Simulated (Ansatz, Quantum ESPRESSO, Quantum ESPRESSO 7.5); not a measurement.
## F-SiC-F chair, 1 layer: biaxial strain by an ASE script

Aim: band edges, gap and stiffness of F-SiC-F chair, 1 layer under biaxial strain.

Calculated with Quantum ESPRESSO 7.5; plane-wave DFT, PBE, GBRV ultrasoft pseudopotentials (geometry by Ansatz 0.2.0 with PAW datasets; geometry under PBE).

## Step 1: The structure

The cell holds 4 atoms: 2 F, 1 C and 1 Si. Cell: a = 3.086 Å, b = 3.086 Å, c = 18.633 Å, α = 90.0°, β = 90.0°, γ = 120.0°. Vacuum lies along c.

This sheet is a model structure: its symmetry is held, and its stability is not tested here.

## Step 2: Relaxation with Ansatz

The geometry comes first, from a plane-wave PAW code, so that the later runs on this slab share one structure.

File input.yaml:

```yaml
crystal:
  lattice:
    - [3.0855, 0.0, 0.0]
    - [-1.54275, 2.6721213834, 0.0]
    - [0.0, 0.0, 18.6333333333]
  atoms:
    - { symbol: F, position: [0.6666666667, 0.3333333333, 0.4025044723] }
    - { symbol: C, position: [0.6666666667, 0.3333333333, 0.473881932] }
    - { symbol: Si, position: [0.3333333333, 0.6666666667, 0.5073345259] }
    - { symbol: F, position: [0.3333333333, 0.6666666667, 0.5974955277] }
kpoints:
  mp_grid: { grid: [12, 12, 1] }
hamiltonian:
  xc: pbe
scf:
  occupations: { method: fermi_dirac, width: 0.05 }
  convergence: { dr2_threshold: 1.0e-08 }
efield:
  axis: 3
  dipole_correction: true
  ramp_position: 0.97
  ramp_width: 0.04
relax:
  f_tol: 0.01
  cell: { fix: [c, alpha, beta] }
output:
  write_potential: true
  write_density: true
  volumetric_format: npy
```

Started as:

```bash
ansatz run input.yaml --threads 2 --pin off --max-ram 4096MiB --backend cpu --events-out ev --progress --plain --runs-dir out
```

Numbers of over 12 decimals in the logs are rounded to 6 here.

The log of the run:

```text
Warning: relax.cell: scf.convergence.dr2_threshold = 1e-8 eV is looser than the 4e-10 eV advised for a relaxation that steers and ends on the stress (1e-10 eV for each atom of the cell: 4). What an SCF threshold leaves in a stress goes as its square root, and in the free energy as the threshold itself, and one threshold admits the most on a small cell: [figures from the program's tests cut] Set scf.convergence.dr2_threshold to 4e-10 eV or tighter. The threshold is an SCF's pass mark: one that does not reach it within its budget of iterations ends unconverged, or closes short of it on a stop that the run arms, and scf.convergence.dr2_threshold's page says what that costs each kind of run
Engine: ansatz 0.2.0, aarch64-unknown-linux-gnu
Pseudopotentials: kind: paw
Pseudopotential: F, paw, valence charge 7, recommended cutoff 420 eV (normal), F.paw.azcp
Pseudopotential: C, paw, valence charge 4, recommended cutoff 420 eV (normal), C.paw.azcp
Pseudopotential: Si, paw, valence charge 4, recommended cutoff 420 eV (normal), Si.paw.azcp
Functional definition: PBE
  parameter kappa = 0.804
  parameter beta = 0.066725
  exchange = pbe_x(kappa = kappa, mu = beta*pi^2/3)
  correlation = pbe_c(beta = beta)
Crystal: 4 atoms, lattice volume = 153.629 Å³
Basis set: ecut = 420 eV, 2991 PW (Γ), exchange–correlation on 48×48×250 points (8 copies of the dense FFT grid, shifted against one another)
Bands: 15, of which v1, the nominal top of the filled ones, is band 11 counted from 1 (10 counted from 0)
Symmetry: 6 space group operations
Space group: P3m1 (ITA 156), of the structure as read, at distance tolerance 5.4e-5 Å
k-points: 19 of 144 (time reversal used)
Non-local potential: F, projectors of the file, l = 0: 2, l = 1: 2, l = 2: 1
Non-local potential: C, projectors of the file, l = 0: 2, l = 1: 2, l = 2: 1
Non-local potential: Si, projectors of the file, l = 0: 2, l = 1: 2, l = 2: 2
PAW form: soft (Blöchl's): semilocal exchange-correlation on the pseudo side does not see the compensation charge
PAW one-centre angular grid: F, 110 points (default); XC on 64 Gauss nodes
PAW one-centre angular grid: C, 110 points (default); XC on 64 Gauss nodes
PAW one-centre angular grid: Si, 110 points (default); XC on 64 Gauss nodes
Initial density: superposition of atomic densities (neutral atoms: chi_scale 0, normalization atom), corrected by the library's trained network
Initial wavefunctions: pseudopotential atomic-orbital guess
Functional: x = pbe(κ = 0.804, μ = 0.219515), c = pbe(β = 0.066725)
SCF iter   1: F=—  HF=-2502.925475 eV  |F-HF|=—  |Δ(HF+E_count)|=         —  Δρ=5.72e-3  dr2=1.46e-1  ethr=1.77e-3  p=-0.123 e·Å  D=-1.45e-1 V/Å  ΔV_dip=2.70 eV  dr2_dipole=2.61e-2  V_vac-E_F(+/−)=7.22/4.53 eV  ⟨swp⟩=7.8  Hψ=2046  notcnv=0
efield: sawtooth ramp at fractional position 0.9700 (set: `efield.ramp_position`, or a place that a band, a saddle search or an elastic batch's reference lends), width 0.0400; the density the first Hamiltonian is built on has a dipole p = -0.123 e·Å; the dipole correction subtracts the counter field D = -1.45e-1 V/Å, which shifts the + side's vacuum level by +2.70 eV against the − side's; the planar-averaged density in the ramp window peaks in size at 1.3e-5 e/Å³
preconditioner: auto → none  [insulator: Δε(μ)=1.747 eV  Ē_g=13.982 eV  σ=0.050 eV  W_gap=1.00  n_scr=10 (ndim 8)  ℏωp=13.4 eV  f_vac=0.673  D(μ)=0.00/eV (n_scr^D=0)  ε∞_Penn≈1.9]
SCF iter   2: F=—  HF=-2502.934882 eV  |F-HF|=—  |Δ(HF+E_count)|=   9.41e-3  Δρ=9.45e-3  dr2=2.11e-1  ethr=6.62e-4  p=-0.018 e·Å  D=-2.08e-2 V/Å  ΔV_dip=0.39 eV  dr2_dipole=3.24e-2  V_vac-E_F(+/−)=6.29/5.90 eV  ⟨swp⟩=4.3  Hψ=795  notcnv=0
SCF iter   3: F=—  HF=-2502.886079 eV  |F-HF|=—  |Δ(HF+E_count)|=   4.88e-2  Δρ=2.23e-3  dr2=4.00e-3  ethr=6.62e-4  p=-0.067 e·Å  D=-7.87e-2 V/Å  ΔV_dip=1.47 eV  dr2_dipole=4.23e-5  V_vac-E_F(+/−)=6.90/5.43 eV  ⟨swp⟩=3.4  Hψ=601  notcnv=0
SCF iter   4: F=—  HF=-2502.886471 eV  |F-HF|=—  |Δ(HF+E_count)|=   3.92e-4  Δρ=9.47e-4  dr2=9.45e-4  ethr=1.82e-5  p=-0.065 e·Å  D=-7.64e-2 V/Å  ΔV_dip=1.42 eV  dr2_dipole=1.43e-5  V_vac-E_F(+/−)=6.96/5.54 eV  ⟨swp⟩=2.3  Hψ=585  notcnv=0
SCF iter   5: F=—  HF=-2502.886595 eV  |F-HF|=—  |Δ(HF+E_count)|=   1.24e-4  Δρ=2.17e-4  dr2=3.47e-5  ethr=4.30e-6  p=-0.065 e·Å  D=-7.64e-2 V/Å  ΔV_dip=1.42 eV  dr2_dipole=3.15e-7  V_vac-E_F(+/−)=7.03/5.61 eV  ⟨swp⟩=2.5  Hψ=492  notcnv=0
SCF iter   6: F=—  HF=-2502.886466 eV  |F-HF|=—  |Δ(HF+E_count)|=   1.29e-4  Δρ=4.83e-5  dr2=1.67e-6  ethr=1.58e-7  p=-0.065 e·Å  D=-7.65e-2 V/Å  ΔV_dip=1.43 eV  dr2_dipole=4.16e-9  V_vac-E_F(+/−)=7.04/5.61 eV  ⟨swp⟩=2.1  Hψ=516  notcnv=0
SCF iter   7: F=—  HF=-2502.886451 eV  |F-HF|=—  |Δ(HF+E_count)|=   1.49e-5  Δρ=1.37e-5  dr2=1.22e-7  ethr=7.60e-9  p=-0.065 e·Å  D=-7.66e-2 V/Å  ΔV_dip=1.43 eV  dr2_dipole=1.23e-9  V_vac-E_F(+/−)=7.04/5.61 eV  ⟨swp⟩=2.1  Hψ=521  notcnv=0
SCF iter   8: F=—  HF=-2502.886451 eV  |F-HF|=—  |Δ(HF+E_count)|=   3.94e-7  Δρ=3.53e-6  dr2=1.91e-8  ethr=5.55e-10  p=-0.065 e·Å  D=-7.66e-2 V/Å  ΔV_dip=1.43 eV  dr2_dipole=2.45e-10  V_vac-E_F(+/−)=7.04/5.61 eV  ⟨swp⟩=2.0  Hψ=476  notcnv=0
SCF iter   9: F=-2502.886451 eV  HF=-2502.886451 eV  |F-HF|=5.50e-10  |Δ(HF+E_count)|=   4.79e-9  Δρ=1.08e-6  dr2=7.34e-10  ethr=4.55e-11  p=-0.065 e·Å  D=-7.65e-2 V/Å  ΔV_dip=1.43 eV  dr2_dipole=1.09e-12  V_vac-E_F(+/−)=7.04/5.61 eV  ⟨swp⟩=9.6  Hψ=1974  notcnv=0
SCF 1 converged in 9 iterations: F = -2502.886451 eV  dr2 = 7.34e-10
  greatest PAW one-centre occupation: 0.933 electrons in one spin orbital (limit 2), on the F atom at site 0 (counted from 0), in its partial waves of l = 0
relax step   1: F+E_penalty+E_count = -2502.88645121 eV  Δ(F+E_penalty+E_count) = +0.000e0 eV  max|allowed force component| = 3.780e0 eV/Å  Δτ_max = 0.0000 Å  P = +1.989 GPa  Ω = 153.629 Å³  fix = [c, alpha, beta]  reactions: c +1.524 GPa  (9 SCF iters, accepted)
Crystal: 4 atoms, lattice volume = 158.170 Å³
Basis set: ecut = 420 eV, 3063 PW (Γ), exchange–correlation on 48×48×250 points (8 copies of the dense FFT grid, shifted against one another)
Initial density: handed on by an earlier stage of this run
Initial wavefunctions: those handed on with the density
iter 1 solved again at ethr=2.12e-4 eV; its pass at ethr=3.10e-3 eV (dr2=4.66e-2 eV) is discarded
SCF iter   1: F=—  HF=-2503.130284 eV  |F-HF|=—  |Δ(HF+E_count)|=         —  Δρ=6.29e-3  dr2=4.73e-2  ethr=2.12e-4  p=-0.067 e·Å  D=-7.65e-2 V/Å  ΔV_dip=1.43 eV  dr2_dipole=2.91e-3  V_vac-E_F(+/−)=7.00/5.57 eV  ⟨swp⟩=1.6  Hψ=2234  notcnv=0
[...]
relax step   5: F+E_penalty+E_count = -2503.19214726 eV  Δ(F+E_penalty+E_count) = -6.253e-4 eV  max|allowed force component| = 3.077e-2 eV/Å  Δτ_max = 0.0061 Å  P = -0.004 GPa  Ω = 161.107 Å³  energy of the carried Pulay correction = -9.002e-3 eV  fix = [c, alpha, beta]  reactions: c -0.031 GPa  (7 SCF iters, accepted)
[...]
relax step   6: F+E_penalty+E_count = -2503.19216397 eV  Δ(F+E_penalty+E_count) = -1.672e-5 eV  max|allowed force component| = 3.099e-4 eV/Å  Δτ_max = 0.0009 Å  P = -0.008 GPa  Ω = 161.112 Å³  energy of the carried Pulay correction = -9.008e-3 eV  fix = [c, alpha, beta]  reactions: c -0.023 GPa  (6 SCF iters, accepted)
[...]
relax step   7: F+E_penalty+E_count = -2503.20681395 eV  Δ(F+E_penalty+E_count) = -1.465e-2 eV  max|allowed force component| = 2.166e-3 eV/Å  Δτ_max = 0.0000 Å  P = +0.155 GPa  Ω = 161.112 Å³  fix = [c, alpha, beta]  reactions: c +0.005 GPa  stress off target by 2.30e-1 GPa on what of the cell is left free  SCF on the basis re-selected at this cell (its energy is not comparable with the rows above)  (6 SCF iters)
[...]
relax step   8: F+E_penalty+E_count = -2503.20642520 eV  Δ(F+E_penalty+E_count) = +3.888e-4 eV  max|allowed force component| = 6.304e-3 eV/Å  Δτ_max = 0.0008 Å  P = +0.032 GPa  Ω = 161.879 Å³  energy of the carried Pulay correction = -1.035e-3 eV  fix = [c, alpha, beta]  reactions: c +0.013 GPa  (7 SCF iters, accepted)
iter 1 solved again at ethr=9.20e-7 eV; its pass at ethr=3.10e-3 eV (dr2=2.02e-4 eV) is discarded
SCF iter   1: F=—  HF=-2503.207535 eV  |F-HF|=—  |Δ(HF+E_count)|=         —  Δρ=4.02e-5  dr2=3.17e-7  ethr=9.20e-7  p=-0.004 e·Å  D=-4.50e-3 V/Å  ΔV_dip=0.08 eV  dr2_dipole=1.51e-9  V_vac-E_F(+/−)=6.57/6.48 eV  ⟨swp⟩=3.4  Hψ=2914  notcnv=0
efield: sawtooth ramp at fractional position 0.9700 (set: `efield.ramp_position`, or a place that a band, a saddle search or an elastic batch's reference lends), width 0.0400; the density the first Hamiltonian is built on has a dipole p = -0.004 e·Å; the dipole correction subtracts the counter field D = -4.50e-3 V/Å, which shifts the + side's vacuum level by +0.08 eV against the − side's; the planar-averaged density in the ramp window peaks in size at 2.9e-6 e/Å³
eigensolver tolerance schedule: the retry pair's looser diagonalisation over-reported the residual by 637.32 of it (diagonalisation noise at 0.23 of the residual, at the tolerance the schedule requests for it); recorded, not acted on — ethr = c·dr2/N_el stays at c = 1.0e-1
preconditioner: auto → none  [insulator: Δε(μ)=1.951 eV  Ē_g=15.452 eV  σ=0.050 eV  W_gap=1.00  n_scr=10 (ndim 8)  ℏωp=13.7 eV  f_vac=0.680  D(μ)=0.00/eV (n_scr^D=0)  ε∞_Penn≈1.8]
SCF iter   2: F=—  HF=-2503.207402 eV  |F-HF|=—  |Δ(HF+E_count)|=   1.33e-4  Δρ=2.00e-5  dr2=2.09e-7  ethr=1.44e-9  p=-0.004 e·Å  D=-4.52e-3 V/Å  ΔV_dip=0.08 eV  dr2_dipole=3.98e-9  V_vac-E_F(+/−)=6.57/6.48 eV  ⟨swp⟩=3.3  Hψ=638  notcnv=0
SCF iter   3: F=—  HF=-2503.207430 eV  |F-HF|=—  |Δ(HF+E_count)|=   2.77e-5  Δρ=1.18e-5  dr2=3.01e-8  ethr=9.48e-10  p=-0.004 e·Å  D=-4.49e-3 V/Å  ΔV_dip=0.08 eV  dr2_dipole=1.08e-9  V_vac-E_F(+/−)=6.57/6.48 eV  ⟨swp⟩=2.4  Hψ=464  notcnv=0
SCF iter   4: F=—  HF=-2503.207452 eV  |F-HF|=—  |Δ(HF+E_count)|=   2.19e-5  Δρ=5.14e-6  dr2=1.96e-8  ethr=4.55e-11  p=-0.004 e·Å  D=-4.51e-3 V/Å  ΔV_dip=0.08 eV  dr2_dipole=2.02e-9  V_vac-E_F(+/−)=6.57/6.48 eV  ⟨swp⟩=14.1  Hψ=2440  notcnv=0
SCF iter   5: F=-2503.207460 eV  HF=-2503.207459 eV  |F-HF|=1.24e-6  |Δ(HF+E_count)|=   6.66e-6  Δρ=1.51e-6  dr2=2.26e-9  ethr=4.55e-11  p=-0.004 e·Å  D=-4.49e-3 V/Å  ΔV_dip=0.08 eV  dr2_dipole=3.50e-10  V_vac-E_F(+/−)=6.57/6.48 eV  ⟨swp⟩=9.7  Hψ=2195  notcnv=0
SCF 9 converged in 5 iterations: F = -2503.207460 eV  dr2 = 2.26e-9
relax step   9: F+E_penalty+E_count = -2503.20745978 eV  Δ(F+E_penalty+E_count) = -1.035e-3 eV  max|allowed force component| = 6.389e-3 eV/Å  Δτ_max = 0.0000 Å  P = +0.037 GPa  Ω = 161.879 Å³  fix = [c, alpha, beta]  reactions: c +0.012 GPa  stress off target by 4.96e-2 GPa on what of the cell is left free  SCF on the basis re-selected at this cell (its energy is not comparable with the rows above)  (5 SCF iters)
basis re-selected at this cell: Δ(F+E_penalty+E_count) = -1.035e-3 eV, ΔP = +0.005 GPa vs the last step (what re-selecting the basis moved, of the pressure what is left beyond the Pulay correction that the steps carried, after the strain that the cell walked since its last selection, with what the two solves' SCF thresholds leave and, on support functions, any second-order correction that the steps lacked; it is no m [...]
WARN: The output density's exchange-correlation potential varies sharply where the density is thin. Do not read a vacuum level from v_tot or v_xc, or from such a field of the output density. On a cell that repeats whose density bears no net charge and no dipole along the vacuum's axis use v_es (v_loc + v_h of the components); under efield.dipole_correction with no amplitude use v_es + v_field, which holds any externa [...]
SCF converged after 5 iterations
Free energy (F): -2503.207460 eV
Harris-Foulkes:  -2503.207459 eV  (|F-HF|=1.24e-6)
Internal energy: -2503.207460 eV  (E = F + TS)
E sigma→0 (E₀):  -2503.207460 eV
Fermi energy:    -3.087363 eV
Dipole field:    D = -0.004518 V/Å  (p = -0.004042 e·Å, saw-weighted, corrected)
Work function:   Φ+ = 6.5666 eV   Φ− = 6.4823 eV
Levels:          The Fermi level and band energies are counted from a zero that moves with the ramp; work functions are not
--- Per-component energies (eV) ---
  E_band       = -282.938156
  E_kinetic    = 544.437191
  E_local      = -9593.649025  (includes V_loc(G=0)·N_el)
  E_nonlocal   = 198.015878
  E_hartree    = 4509.575536
  E_xc         = -262.490740
  E_vxc        = -310.395867  (∫ρ·V_xc dr)
  E_paw        = -1012.432089  (= ΣΔE_a)
  E_vpaw       = -140.513031  (= ΣTr[D̂ρ^β])
  E_aug_tail   = 0.004124  (compensation charges beyond the density's cutoff)
  E_efield     = 0.000009  (sawtooth field / dipole correction)
  E_vefield    = 0.010983  (∫n·V_field dr)
  E_ewald      = 3113.331655
  E_smearing   = -0.000000  (= −TS)
  E_closure    = 0.000000  (closes the sum)
  Σ components = -2503.207460   (vs F -2503.207460, Δ=0.00e0)
--- Forces (eV/Å), atoms counted from 1 ---
  atom   1  F     -0.00000000     0.00000000    -0.00637002
  atom   2  C      0.00000000    -0.00000000     0.00329140
  atom   3  Si     0.00000000     0.00000000     0.00167940
  atom   4  F      0.00000000     0.00000000     0.00147332
  max |Σ_I F_I| component: 7.41e-5 eV/Å
--- Stress (GPa, compression-positive) ---
        0.049564       0.000000       0.000000
        0.000000       0.049564       0.000000
        0.000000       0.000000       0.012347
  P = ⅓ Tr σ = 0.0372 GPa (0.372 kbar)
--- Band table (eV; the first three rows and the last of 19) ---
  k-point 0: bands = [... 7 lower, -8.1075, -8.1075, -4.0883, -4.0883, -2.1377, 1.5910, 3.0179, 3.2380]
  k-point 1: bands = [... 7 lower, -8.1476, -8.1179, -4.4842, -4.1851, -1.8800, 1.8132, 2.9899, 3.1981]
  k-point 2: bands = [... 7 lower, -8.2542, -8.1496, -5.2923, -4.4183, -1.3653, 1.9237, 2.9806, 3.6966]
  k-point 18: bands = [... 7 lower, -8.8749, -8.2650, -6.9275, -6.5156, 2.1971, 3.0585, 3.5013, 4.9478]
--- Relaxed structure (7 steps of the walk, 7 accepted, 2 SCFs on fresh bases) ---
  F+E_penalty+E_count = -2503.20745978 eV   max|allowed force component| = 6.389e-3 eV/Å   (the final SCF, on the basis selected at the relaxed cell)
  cell:  # Å, volume = 161.8790 Å³
    - [3.167267, 0.0, 0]
    - [-1.583633, 2.742934, 0]
    - [0, 0, 18.6333333333]
  atoms:
    - { symbol: F, position: [0.666667, 0.333333, 0.400803] }
    - { symbol: C, position: [0.666667, 0.333333, 0.477785] }
    - { symbol: Si, position: [0.333333, 0.666667, 0.508310] }
    - { symbol: F, position: [0.333333, 0.666667, 0.594319] }
```

The job ended after 18 s (2 threads of Arm Neoverse V2, shared host; peak memory 0.38 GiB; 35 s of CPU time).

The steps of the relaxation:

```
step  energy less that of the first step (eV)  largest force component (eV/Å)  pressure (GPa)  volume (Å³)
   1                                   0.0000                          3.7796            1.99       153.63
   2                                  -0.2275                          1.6739            0.51       158.17
   3                                  -0.3000                          0.4717            0.27       161.75
   4                                  -0.3051                          0.1642           -0.03       161.12
   5                                  -0.3057                          0.0308            0.00       161.11
   6                                  -0.3057                          0.0003           -0.01       161.11
  7*                                  -0.3204                          0.0022            0.15       161.11
   8                                  -0.3200                          0.0063            0.03       161.88
  9*                                  -0.3210                          0.0064            0.04       161.88
```

Relaxation steps marked * repeat the geometry before them on a plane-wave basis chosen anew for their cell, so energy and pressure can jump there.

| cell as run | before | after | change |
| --- | --- | --- | --- |
| a (Å) | 3.086 | 3.167 | +2.7 % |
| b (Å) | 3.086 | 3.167 | +2.7 % |

The atoms that moved most (Å, along periodic axes as changes of fractional coordinates times the final cell, across vacuum about the mean position):

| atom | dx | dy | dz | length |
| --- | --- | --- | --- | --- |
| C2 | 0.000 | 0.000 | 0.073 | 0.073 |
| F4 | 0.000 | 0.000 | -0.059 | 0.059 |
| F1 | 0.000 | 0.000 | -0.032 | 0.032 |
| Si3 | 0.000 | 0.000 | 0.018 | 0.018 |

The relaxed structure:

```cif
data_structure
_symmetry_space_group_name_H-M 'P 1'
_symmetry_Int_Tables_number 1
_cell_length_a 3.1673
_cell_length_b 3.1673
_cell_length_c 18.6333
_cell_angle_alpha 90.000
_cell_angle_beta 90.000
_cell_angle_gamma 120.000
_cell_volume 161.88
loop_
_atom_site_label
_atom_site_type_symbol
_atom_site_fract_x
_atom_site_fract_y
_atom_site_fract_z
_atom_site_occupancy
F1 F 0.66667 0.33333 0.40080 1
C2 C 0.66667 0.33333 0.47778 1
Si3 Si 0.33333 0.66667 0.50831 1
F4 F 0.33333 0.66667 0.59432 1
```

Read from the output:

- free energy: -2503.2075 eV
- Fermi energy: -3.087 eV
- gap by band count: 1.951 eV
- symmetry operations: 6
- dipole along the normal: -0.004042 e·Å
- vacuum level at the upper face over a Fermi level inside the gap: 6.567 eV
- vacuum level at the lower face over a Fermi level inside the gap: 6.482 eV

[end of part 1 of 2]

[Logs are printed without paths, hosts, clocks, repeated set-up lines and the standing remarks that a program may print on its own settings, such as how far it seeks lower states.]

[Hosts, paths, dates, database ids (printed as entryN), source tags and the programs' standing remarks are cut or masked in the printed files.]

[Maps of the electrostatic potential energy from Ansatz leave out the sawtooth potential of an applied field or a dipole correction, so their vacuum need not be flat; planar profiles and work functions include it.]
